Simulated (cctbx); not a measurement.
**A crystallographic session in cctbx: Dy3Ir2PdPb3**

Library: cctbx 2025.11. The data are simulated by the first script.

## 1. Simulate the data

run.py:

```python
from cctbx import adptbx, crystal, miller, sgtbx, xray
from cctbx.array_family import flex
from iotbx.shelx import hklf
from scitbx import matrix
import scitbx.random

cs = crystal.symmetry(unit_cell=(4.544, 22.431, 8.112, 90, 90, 90), space_group_symbol='Hall: I 2 -2')  # Imm2
atoms = [  # label, site, U (iso, or U11 U22 U33 U12 U13 U23 in A^2), occupancy
    ("Pb1", (0.5, 0.0944, 0.3483), (0.0084, 0.0148, 0.0049, 0.0000, 0.0000, -0.0032), 1),
    ("Pb2", (0.5, 0.2661, 0.6547), (0.0182, 0.0180, 0.0079, 0.0000, 0.0000, -0.0008), 1),
    ("Pb3", (0.5, 0.4343, 0.3472), (0.0167, 0.0188, 0.0213, 0.0000, 0.0000, 0.0045), 1),
    ("Ir1", (0.5, 0.0693, 0.6779), (0.0280, 0.0197, 0.0325, 0.0000, 0.0000, 0.0079), 1),
    ("Ir2", (0.5, 0.3947, 0.6785), (0.0206, 0.0206, 0.0071, 0.0000, 0.0000, 0.0034), 1),
    ("Dy1", (0.5, 0.3318, 0.0406), (0.0130, 0.0275, 0.0153, 0.0000, 0.0000, -0.0046), 1),
    ("Dy2", (0.5, 0, 0.0459), (0.0190, 0.0303, 0.0195, 0.0000, 0.0000, 0.0000), 1),
    ("Dy3", (0.5, 0.1678, 0.9669), (0.0135, 0.0282, 0.0315, 0.0000, 0.0000, 0.0004), 1),
    ("Dy4", (0, 0, 0.4696), (0.0231, 0.0198, 0.0165, 0.0000, 0.0000, 0.0000), 1),
    ("Pd1", (0.5, 0.2335, 0.3375), (0.0482, 0.0180, 0.0272, 0.0000, 0.0000, -0.0008), 1),
]
xs = xray.structure(crystal_symmetry=cs)
for label, site, u, occ in atoms:
    u = adptbx.u_cif_as_u_star(cs.unit_cell(), u) if isinstance(u, tuple) else u
    xs.add_scatterer(xray.scatterer(label, site=site, u=u, occupancy=occ))
xs.set_inelastic_form_factors(0.71073, "sasaki")
xs.show_summary()
p1 = xs.expand_to_p1()
ms = miller.build_set(p1, anomalous_flag=True, d_min=0.8)
flex.set_random_seed(670860)
scitbx.random.set_random_seed(670860)
ms = ms.select(flex.random_double(ms.size()) < 0.7)
i = ms.structure_factors_from_scatterers(p1, algorithm="direct").f_calc().as_intensity_array().data()
i = i * 70000 / flex.max(i)
sig = flex.sqrt(i + flex.pow2(0.03 * i) + 2 ** 2)
noise = scitbx.random.variate(scitbx.random.normal_distribution())(i.size())
data = ms.array(data=i + sig * noise, sigmas=sig).set_observation_type_xray_intensity()
with open("data.hkl", "w") as f:
    data.export_as_shelx_hklf(f)
print("reflections written:", data.size(), " <I/sigma> = %.1f" % flex.mean(data.data() / data.sigmas()))
for h, a, b in list(data.sort("data"))[:12]:
    print("%4d%4d%4d %9.1f %7.1f" % (h + (a, b)))
```

```console
$ python run.py
```

```text
Number of scatterers: 10
At special positions: 10
Unit cell: (4.544, 22.431, 8.112, 90, 90, 90)
Space group: I m m 2 (No. 44)
reflections written: 4769  <I/sigma> = 7.5
  -2   0   0   72087.6  2116.6
  -1   0   3   61296.0  1824.1
   1   0   3   60104.5  1824.1
  -1   0  -3   57450.4  1827.0
  -3   0   3   29146.2   901.3
  -3   0  -3   29069.5   902.5
   3   0   3   28672.3   901.3
  -1  -6  -1   28583.2   870.1
  -1  -6   1   28446.0   856.7
   1   6  -1   28243.6   870.1
  -1   6  -1   28124.0   870.1
  -1   6   1   27829.6   856.7
```

It took 0.28 s on 1 thread of Arm Neoverse V2 (shared host), peak memory 0.07 GiB.

## 2. Refinement (right model, isotropic)

run.py:

```python
import math
from cctbx import adptbx, crystal, maptbx, sgtbx, xray
from cctbx.array_family import flex
from cctbx.xray import observations
from iotbx.shelx import hklf
from scitbx.lstbx import normal_eqns_solving
from smtbx import absolute_structure, utils
from smtbx.refinement import constraints, least_squares

cs = crystal.symmetry(unit_cell=(4.544, 22.431, 8.112, 90, 90, 90), space_group_symbol='Hall: I 2 -2')  # Imm2
atoms = [  # label, site, U (iso, or U11 U22 U33 U12 U13 U23 in A^2), occupancy
    ("Pb1", (0.5, 0.0927, 0.3531), 0.0200, 1),
    ("Pb2", (0.5, 0.2651, 0.6553), 0.0200, 1),
    ("Pb3", (0.5, 0.4357, 0.3465), 0.0200, 1),
    ("Ir1", (0.5, 0.0716, 0.6741), 0.0200, 1),
    ("Ir2", (0.5, 0.394, 0.6748), 0.0200, 1),
    ("Dy1", (0.5, 0.3317, 0.0489), 0.0200, 1),
    ("Dy2", (0.5, 0, 0.0439), 0.0200, 1),
    ("Dy3", (0.5, 0.1684, 0.972), 0.0200, 1),
    ("Dy4", (0, 0, 0.4697), 0.0200, 1),
    ("Pd1", (0.5, 0.235, 0.345), 0.0200, 1),
]
xs = xray.structure(crystal_symmetry=cs)
for label, site, u, occ in atoms:
    u = adptbx.u_cif_as_u_star(cs.unit_cell(), u) if isinstance(u, tuple) else u
    xs.add_scatterer(xray.scatterer(label, site=site, u=u, occupancy=occ))
xs.set_inelastic_form_factors(0.71073, "sasaki")
raw = hklf.reader(file_name="data.hkl").as_miller_arrays(crystal_symmetry=cs, anomalous=True)[0]
merged = raw.eliminate_sys_absent().merge_equivalents()
fo2 = merged.array().set_observation_type_xray_intensity()
print("Rint %.3f, %d unique reflections to %.2f A" % (merged.r_int(), fo2.size(), fo2.d_min()))
for sc in xs.scatterers():
    sc.flags.set_grad_site(True)
    sc.flags.set_grad_u_aniso(sc.flags.use_u_aniso())
    sc.flags.set_grad_u_iso(sc.flags.use_u_iso())
obs = fo2.as_xray_observations()
extra = {}
rep = constraints.reparametrisation(xs, [], utils.connectivity_table(xs), **extra)
ls = least_squares.crystallographic_ls(obs, rep, weighting_scheme=least_squares.mainstream_shelx_weighting(a=0, b=0))
print("cycle     R1     wR2    GooF  max shift (A)")
for cycle in range(8):
    ls.build_up()
    r1, wr2, goof = ls.r1_factor(cutoff_factor=2)[0], ls.wR2(), ls.goof()
    old = xs.sites_cart()
    normal_eqns_solving.levenberg_marquardt_iterations(ls, n_max_iterations=3, tau=1e-06, step_threshold=1e-7)
    big = flex.max((xs.sites_cart() - old).norms())
    print("%4d %7.4f %7.4f %7.3f %9.5f" % (cycle + 1, r1, wr2, goof, big))
    ls.build_up(objective_only=True)
    if abs(ls.wR2() - wr2) < 5e-5 and big < 5e-4:
        break
ls.build_up()
print("final R1 %.4f wR2 %.4f GooF %.3f  parameters %d  data/parameter %.1f" % (ls.r1_factor(cutoff_factor=2)[0], ls.wR2(), ls.goof(), ls.n_parameters, fo2.size() / ls.n_parameters))
cov = ls.covariance_matrix_and_annotations()
su = dict(zip(cov.annotations, (math.sqrt(max(v, 0)) for v in cov.matrix.matrix_packed_u_diagonal())))
a2 = cs.unit_cell().reciprocal_parameters()[0] ** -2
print("atom        x        y        z      Ueq    occ   su(xyz)  su(Uiso or U11)")
for sc in xs.scatterers():
    s = max(su.get(sc.label + k, 0) for k in (".x", ".y", ".z"))
    npd = "" if sc.is_positive_definite_u(cs.unit_cell()) else "  NPD"
    print("%-5s %8.5f %8.5f %8.5f %8.4f %6.3f %8.5f %7.4f%s" % ((sc.label,) + sc.site + (sc.u_iso_or_equiv(cs.unit_cell()), sc.occupancy, s, su.get(sc.label + ".uiso", su.get(sc.label + ".u11", 0) * a2), npd)))
fo = fo2.f_sq_as_f()
fc = fo.structure_factors_from_scatterers(xs, algorithm="direct").f_calc()
diff = fo.f_obs_minus_f_calc(1 / math.sqrt(ls.scale_factor()), fc).average_bijvoet_mates()
m = diff.fft_map(symmetry_flags=maptbx.use_space_group_symmetry, resolution_factor=0.25).apply_volume_scaling()
print("difference map: max %.2f min %.2f rms %.2f" % (m.statistics().max(), m.statistics().min(), m.statistics().sigma()))
peaks = m.peak_search(parameters=maptbx.peak_search_parameters(min_distance_sym_equiv=0.6, max_clusters=6)).all()
near = xs.closest_distances(peaks.sites(), distance_cutoff=4)
sps = cs.special_position_settings(min_distance_sym_equiv=0.5)
for k, (x, h) in enumerate(zip(peaks.sites(), peaks.heights())):
    ss = sps.site_symmetry(x)
    print("Q%-3d %7.4f %7.4f %7.4f %4d %7.2f  %.2f A from %s" % ((k + 1,) + tuple(t % 1 for t in ss.exact_site()) + (ss.multiplicity(), h, near.smallest_distances[k], xs.scatterers()[near.i_seqs[k]].label)))
```

```console
$ python run.py
```

```text
Rint 0.024, 942 unique reflections to 0.80 A
cycle     R1     wR2    GooF  max shift (A)
   1  0.1668  0.4443  11.658   0.06813
   2  0.0554  0.1634   4.288   0.00952
   3  0.0550  0.1613   4.233   0.00143
   4  0.0551  0.1612   4.230   0.00042
final R1 0.0551 wR2 0.1612 GooF 4.230  parameters 28  data/parameter 33.6
atom        x        y        z      Ueq    occ   su(xyz)  su(Uiso or U11)
Pb1    0.50000  0.09453  0.34823   0.0095  1.000  0.00029  0.0004
Pb2    0.50000  0.26599  0.65338   0.0161  1.000  0.00031  0.0005
Pb3    0.50000  0.43428  0.34574   0.0188  1.000  0.00031  0.0005
Ir1    0.50000  0.06939  0.67844   0.0270  1.000  0.00034  0.0006
Ir2    0.50000  0.39491  0.67911   0.0173  1.000  0.00029  0.0005
Dy1    0.50000  0.33183  0.04293   0.0198  1.000  0.00046  0.0006
Dy2    0.50000  0.00000  0.05053   0.0229  1.000  0.00058  0.0008
Dy3    0.50000  0.16755  0.97142   0.0217  1.000  0.00051  0.0006
Dy4    0.00000  0.00000  0.47283   0.0173  1.000  0.00056  0.0008
Pd1    0.50000  0.23313  0.33817   0.0321  1.000  0.00079  0.0011
difference map: max 8.05 min -7.24 rms 0.93
Q1    0.0000  0.3099  0.4516    4    8.25  0.53 A from Dy3
Q2    0.0000  0.3900  0.8513    4    7.73  0.35 A from Pb1
Q3    0.0000  0.4252  0.8537    4    6.58  0.45 A from Pb1
Q4    0.1044  0.2681  0.8408    8    6.50  0.48 A from Pd1
Q5    0.0000  0.1895  0.5498    4    6.02  0.48 A from Dy1
Q6    0.0000  0.0461  0.8738    4    5.58  0.50 A from Pb3
```

Time: 0.6 s.

Figures of merit this high mean that the model is still wrong or incomplete.

## 3. Refinement (right model, anisotropic)

run.py, as its changes from the last script of this kind:

```diff
@@ -12,10 +12,10 @@
-    ("Pb1", (0.5, 0.0927, 0.3531), 0.0200, 1),
-    ("Pb2", (0.5, 0.2651, 0.6553), 0.0200, 1),
-    ("Pb3", (0.5, 0.4357, 0.3465), 0.0200, 1),
-    ("Ir1", (0.5, 0.0716, 0.6741), 0.0200, 1),
-    ("Ir2", (0.5, 0.394, 0.6748), 0.0200, 1),
-    ("Dy1", (0.5, 0.3317, 0.0489), 0.0200, 1),
-    ("Dy2", (0.5, 0, 0.0439), 0.0200, 1),
-    ("Dy3", (0.5, 0.1684, 0.972), 0.0200, 1),
-    ("Dy4", (0, 0, 0.4697), 0.0200, 1),
-    ("Pd1", (0.5, 0.235, 0.345), 0.0200, 1),
+    ("Pb1", (0.5, 0.09453, 0.34823), 0.0095, 1),
+    ("Pb2", (0.5, 0.26599, 0.65338), 0.0161, 1),
+    ("Pb3", (0.5, 0.43428, 0.34574), 0.0188, 1),
+    ("Ir1", (0.5, 0.06939, 0.67844), 0.0270, 1),
+    ("Ir2", (0.5, 0.39491, 0.67911), 0.0173, 1),
+    ("Dy1", (0.5, 0.33183, 0.04293), 0.0198, 1),
+    ("Dy2", (0.5, 0, 0.05053), 0.0229, 1),
+    ("Dy3", (0.5, 0.16755, 0.97142), 0.0217, 1),
+    ("Dy4", (0, 0, 0.47283), 0.0173, 1),
+    ("Pd1", (0.5, 0.23313, 0.33817), 0.0321, 1),
@@ -27,0 +28 @@
+xs.convert_to_anisotropic()
@@ -60,0 +62,4 @@
+fc = fo2.structure_factors_from_scatterers(xs, algorithm="direct").f_calc()
+absolute_structure.flack_analysis(xs, fo2.as_xray_observations()).show()
+h = absolute_structure.hooft_analysis(fo2, fc, scale_factor=ls.scale_factor())
+print("Hooft y: %.3f(%.0f)  Bijvoet pairs: %d" % (h.hooft_y, 1000 * h.sigma_y, h.n_bijvoet_pairs))
```

```console
$ python run.py
```

```text
Rint 0.024, 942 unique reflections to 0.80 A
cycle     R1     wR2    GooF  max shift (A)
   1  0.0551  0.1612   4.296   0.02836
   2  0.0143  0.0357   0.951   0.00141
   3  0.0143  0.0356   0.950   0.00006
final R1 0.0143 wR2 0.0356 GooF 0.950  parameters 56  data/parameter 16.8
atom        x        y        z      Ueq    occ   su(xyz)  su(Uiso or U11)
Pb1    0.50000  0.09441  0.34936   0.0095  1.000  0.00008  0.0002
Pb2    0.50000  0.26609  0.65580   0.0148  1.000  0.00008  0.0002
Pb3    0.50000  0.43431  0.34838   0.0189  1.000  0.00008  0.0002
Ir1    0.50000  0.06932  0.67890   0.0267  1.000  0.00008  0.0003
Ir2    0.50000  0.39469  0.67964   0.0161  1.000  0.00007  0.0002
Dy1    0.50000  0.33180  0.04140   0.0186  1.000  0.00011  0.0002
Dy2    0.50000  0.00000  0.04688   0.0231  1.000  0.00014  0.0004
Dy3    0.50000  0.16779  0.96786   0.0243  1.000  0.00014  0.0003
Dy4    0.00000  0.00000  0.47060   0.0201  1.000  0.00014  0.0004
Pd1    0.50000  0.23346  0.33828   0.0315  1.000  0.00023  0.0007
Flack x: 0.007(8)
Hooft y: -0.004(11)  Bijvoet pairs: 425
difference map: max 1.21 min -0.72 rms 0.20
Q1    0.0000  0.0269  0.0507    4    1.25  1.86 A from Pb3
Q2    0.0000  0.1915  0.9455    4    0.95  1.89 A from Pd1
Q3    0.0000  0.5000  0.4419    2    0.89  0.85 A from Dy2
Q4    0.0000  0.1465  0.9642    4    0.77  1.98 A from Ir2
Q5    0.0000  0.2107  0.6967    4    0.74  1.58 A from Dy1
Q6    0.0000  0.3121  0.2808    4    0.70  1.58 A from Dy3
```

Time: 0.59 s.

## 4. Refinement

run.py, as its changes from the last script of this kind:

```diff
@@ -12,10 +12,10 @@
-    ("Pb1", (0.5, 0.09453, 0.34823), 0.0095, 1),
-    ("Pb2", (0.5, 0.26599, 0.65338), 0.0161, 1),
-    ("Pb3", (0.5, 0.43428, 0.34574), 0.0188, 1),
-    ("Ir1", (0.5, 0.06939, 0.67844), 0.0270, 1),
-    ("Ir2", (0.5, 0.39491, 0.67911), 0.0173, 1),
-    ("Dy1", (0.5, 0.33183, 0.04293), 0.0198, 1),
-    ("Dy2", (0.5, 0, 0.05053), 0.0229, 1),
-    ("Dy3", (0.5, 0.16755, 0.97142), 0.0217, 1),
-    ("Dy4", (0, 0, 0.47283), 0.0173, 1),
-    ("Pd1", (0.5, 0.23313, 0.33817), 0.0321, 1),
+    ("Pb1", (0.5, 0.0968, 0.3305), 0.0200, 1),
+    ("Pb2", (0.5, 0.2795, 0.6717), 0.0200, 1),
+    ("Pb3", (0.5, 0.423, 0.2928), 0.0200, 1),
+    ("Ir1", (0.5, 0.0761, 0.7427), 0.0200, 1),
+    ("Ir2", (0.5, 0.3875, 0.6403), 0.0200, 1),
+    ("Dy1", (0.5, 0.3036, 0.0452), 0.0200, 1),
+    ("Dy2", (0.5, 0, 0.0072), 0.0200, 1),
+    ("Dy3", (0.5, 0.1563, 0.928), 0.0200, 1),
+    ("Dy4", (0, 0, 0.4389), 0.0200, 1),
+    ("Pd1", (0.5, 0.2427, 0.3376), 0.0200, 1),
@@ -28 +27,0 @@
-xs.convert_to_anisotropic()
@@ -42 +41 @@
-for cycle in range(8):
+for cycle in range(10):
@@ -46 +45 @@
-    normal_eqns_solving.levenberg_marquardt_iterations(ls, n_max_iterations=3, tau=1e-06, step_threshold=1e-7)
+    normal_eqns_solving.levenberg_marquardt_iterations(ls, n_max_iterations=3, tau=0.0001, step_threshold=1e-7)
@@ -62,4 +60,0 @@
-fc = fo2.structure_factors_from_scatterers(xs, algorithm="direct").f_calc()
-absolute_structure.flack_analysis(xs, fo2.as_xray_observations()).show()
-h = absolute_structure.hooft_analysis(fo2, fc, scale_factor=ls.scale_factor())
-print("Hooft y: %.3f(%.0f)  Bijvoet pairs: %d" % (h.hooft_y, 1000 * h.sigma_y, h.n_bijvoet_pairs))
```

```console
$ python run.py
```

```text
Rint 0.024, 942 unique reflections to 0.80 A
cycle     R1     wR2    GooF  max shift (A)
   1  0.8057  0.9650  25.322   0.02246
   2  0.8010  0.9630  25.268   0.02590
   3  0.7954  0.9604  25.201   0.03016
   4  0.7884  0.9571  25.114   0.02986
   5  0.7806  0.9533  25.015   0.03333
   6  0.7728  0.9497  24.918   0.03209
   7  0.7650  0.9461  24.826   0.03342
   8  0.7570  0.9426  24.734   0.03227
   9  0.7491  0.9391  24.642   0.02861
  10  0.7419  0.9359  24.558   0.02395
final R1 0.7356 wR2 0.9330 GooF 24.481  parameters 28  data/parameter 33.6
atom        x        y        z      Ueq    occ   su(xyz)  su(Uiso or U11)
Pb1    0.50000  0.09463  0.32385   0.0173  1.000  0.00697  0.0121
Pb2    0.50000  0.28127  0.67713   0.0180  1.000  0.00704  0.0124
Pb3    0.50000  0.42040  0.30025   0.0203  1.000  0.00686  0.0140
Ir1    0.50000  0.06680  0.73608   0.0227  1.000  0.00850  0.0134
Ir2    0.50000  0.37938  0.64207   0.0174  1.000  0.00734  0.0142
Dy1    0.50000  0.31362  0.04226   0.0187  1.000  0.01083  0.0157
Dy2    0.50000  0.00000  0.01077   0.0193  1.000  0.01198  0.0233
Dy3    0.50000  0.16664  0.92617   0.0205  1.000  0.01461  0.0184
Dy4    0.00000  0.00000  0.43757   0.0172  1.000  0.01514  0.0200
Pd1    0.50000  0.24634  0.33655   0.0180  1.000  0.01450  0.0243
difference map: max 844.98 min -278.47 rms 63.42
Q1    0.0000  0.0000  0.4357    2  846.02  0.02 A from Dy4
Q2    0.0000  0.4056  0.8198    4  830.31  0.03 A from Pb1
Q3    0.0000  0.3334  0.4348    4  786.39  0.07 A from Dy3
Q4    0.0000  0.0706  0.8177    4  776.44  0.25 A from Pb3
Q5    0.0000  0.2599  0.8260    4  606.14  0.16 A from Pd1
Q6    0.0000  0.2272  0.1554    4  602.05  0.26 A from Pb2
```

Time: 1.1 s.

This run holds a fault made on purpose: start far from the minimum.

## 5. Refinement

run.py, as its changes from the last script of this kind:

```diff
@@ -12,10 +12,10 @@
-    ("Pb1", (0.5, 0.0968, 0.3305), 0.0200, 1),
-    ("Pb2", (0.5, 0.2795, 0.6717), 0.0200, 1),
-    ("Pb3", (0.5, 0.423, 0.2928), 0.0200, 1),
-    ("Ir1", (0.5, 0.0761, 0.7427), 0.0200, 1),
-    ("Ir2", (0.5, 0.3875, 0.6403), 0.0200, 1),
-    ("Dy1", (0.5, 0.3036, 0.0452), 0.0200, 1),
-    ("Dy2", (0.5, 0, 0.0072), 0.0200, 1),
-    ("Dy3", (0.5, 0.1563, 0.928), 0.0200, 1),
-    ("Dy4", (0, 0, 0.4389), 0.0200, 1),
-    ("Pd1", (0.5, 0.2427, 0.3376), 0.0200, 1),
+    ("Pb1", (0.5, 0.09453, 0.34823), 0.0095, 1),
+    ("Pb2", (0.5, 0.26599, 0.65338), 0.0161, 1),
+    ("Dy1", (0.5, 0.43428, 0.34574), 0.0188, 1),
+    ("Ir1", (0.5, 0.06939, 0.67844), 0.0270, 1),
+    ("Ir2", (0.5, 0.39491, 0.67911), 0.0173, 1),
+    ("Pb3", (0.5, 0.33183, 0.04293), 0.0198, 1),
+    ("Dy2", (0.5, 0, 0.05053), 0.0229, 1),
+    ("Dy3", (0.5, 0.16755, 0.97142), 0.0217, 1),
+    ("Dy4", (0, 0, 0.47283), 0.0173, 1),
+    ("Pd1", (0.5, 0.23313, 0.33817), 0.0321, 1),
@@ -27,0 +28 @@
+xs.convert_to_anisotropic()
@@ -41 +42 @@
-for cycle in range(10):
+for cycle in range(12):
@@ -45 +46 @@
-    normal_eqns_solving.levenberg_marquardt_iterations(ls, n_max_iterations=3, tau=0.0001, step_threshold=1e-7)
+    normal_eqns_solving.levenberg_marquardt_iterations(ls, n_max_iterations=3, tau=1e-06, step_threshold=1e-7)
```

```console
$ python run.py
```

```text
Rint 0.024, 942 unique reflections to 0.80 A
cycle     R1     wR2    GooF  max shift (A)
   1  0.1319  0.3748   9.990   0.02952
   2  0.0537  0.1814   4.834   0.00219
   3  0.0536  0.1813   4.831   0.00034
final R1 0.0536 wR2 0.1813 GooF 4.831  parameters 56  data/parameter 16.8
atom        x        y        z      Ueq    occ   su(xyz)  su(Uiso or U11)
Pb1    0.50000  0.09460  0.34972   0.0087  1.000  0.00043  0.0008
Pb2    0.50000  0.26593  0.65631   0.0152  1.000  0.00044  0.0012
Dy1    0.50000  0.43439  0.34842   0.0059  1.000  0.00046  0.0010
Ir1    0.50000  0.06969  0.67906   0.0236  1.000  0.00040  0.0013
Ir2    0.50000  0.39484  0.67938   0.0150  1.000  0.00037  0.0011
Pb3    0.50000  0.33137  0.04122   0.0307  1.000  0.00053  0.0016
Dy2    0.50000  0.00000  0.04659   0.0209  1.000  0.00067  0.0020
Dy3    0.50000  0.16777  0.96964   0.0208  1.000  0.00069  0.0013
Dy4    0.00000  0.00000  0.46977   0.0171  1.000  0.00067  0.0019
Pd1    0.50000  0.23338  0.33962   0.0337  1.000  0.00146  0.0034
difference map: max 8.15 min -3.88 rms 0.89
Q1    0.0000  0.0608  0.8934    4    8.21  0.38 A from Dy1
Q2    0.0000  0.0632  0.7992    4    7.94  0.40 A from Dy1
Q3    0.0000  0.2330  0.1472    4    6.75  0.08 A from Pb2
Q4    0.0000  0.1104  0.1780    4    6.65  0.12 A from Ir2
Q5    0.0000  0.5000  0.5788    2    4.96  0.26 A from Dy2
Q6    0.0000  0.4332  0.1922    4    3.96  0.13 A from Ir1
```

Time: 0.53 s.

This run holds a fault made on purpose: elements exchanged: Pb3 is Dy and Dy1 is Pb.

## 6. Refinement

run.py, as its changes from the last script of this kind:

```diff
@@ -14 +14 @@
-    ("Dy1", (0.5, 0.43428, 0.34574), 0.0188, 1),
+    ("Pb3", (0.5, 0.43428, 0.34574), 0.0188, 1),
@@ -17 +17 @@
-    ("Pb3", (0.5, 0.33183, 0.04293), 0.0198, 1),
+    ("Dy1", (0.5, 0.33183, 0.04293), 0.0198, 1),
@@ -19,2 +19 @@
-    ("Dy3", (0.5, 0.16755, 0.97142), 0.0217, 1),
-    ("Dy4", (0, 0, 0.47283), 0.0173, 1),
+    ("Dy3", (0, 0, 0.47283), 0.0173, 1),
```

```console
$ python run.py
```

```text
Rint 0.024, 942 unique reflections to 0.80 A
cycle     R1     wR2    GooF  max shift (A)
   1  0.3913  0.7466  19.832   0.03303
   2  0.4055  0.7155  19.003   0.05981
   3  0.2716  0.5536  14.704   0.01276
   4  0.2710  0.5528  14.682   0.00274
   5  0.2711  0.5526  14.679   0.00290
   6  0.2715  0.5526  14.678   0.00546
   7  0.2715  0.5526  14.677   0.00453
   8  0.2715  0.5526  14.677   0.00380
   9  0.2715  0.5525  14.676   0.00318
  10  0.2715  0.5525  14.676   0.00266
  11  0.2715  0.5525  14.676   0.00222
  12  0.2715  0.5525  14.675   0.00185
final R1 0.2715 wR2 0.5525 GooF 14.675  parameters 50  data/parameter 18.8
atom        x        y        z      Ueq    occ   su(xyz)  su(Uiso or U11)
Pb1    0.50000  0.09572  0.35031  -0.0056  1.000  0.00107  0.0027  NPD
Pb2    0.50000  0.26425  0.65394  -0.0061  1.000  0.00099  0.0032  NPD
Pb3    0.50000  0.43635  0.35076   0.0034  1.000  0.00107  0.0030  NPD
Ir1    0.50000  0.07211  0.67901   0.0084  1.000  0.00114  0.0043  NPD
Ir2    0.50000  0.39536  0.67668   0.0012  1.000  0.00097  0.0039  NPD
Dy1    0.50000  0.33279  0.04130  -0.0032  1.000  0.00137  0.0038  NPD
Dy2    0.50000  0.00000  0.04142  -0.0085  1.000  0.00153  0.0036  NPD
Dy3    0.00000  0.00000  0.46972   0.0188  1.000  0.00352  0.0051  NPD
Pd1    0.50000  0.22982  0.34756   0.0323  1.000  0.00693  0.0104  NPD
difference map: max 180.40 min -30.04 rms 11.54
Q1    0.0000  0.5000  0.5454    2  180.90  0.03 A from Dy2
Q2    0.0000  0.1660  0.5461    4  159.61  0.05 A from Dy1
Q3    0.0000  0.3329  0.4638    4  142.34  3.14 A from Ir1
Q4    0.0000  0.2348  0.1656    4  106.13  0.10 A from Pb2
Q5    0.0000  0.4014  0.8434    4  104.39  0.09 A from Pb1
Q6    0.0000  0.0000  0.4667    2  104.08  0.02 A from Dy3
```

Run time: 1.1 s on 1 thread of Arm Neoverse V2, on a shared host, peak memory 0.09 GiB.

This run holds a fault made on purpose: atom left out: Dy3.

[Logs are printed without paths, hosts, clocks, repeated set-up lines and the standing remarks that a program may print on its own settings, such as how far it seeks lower states.]
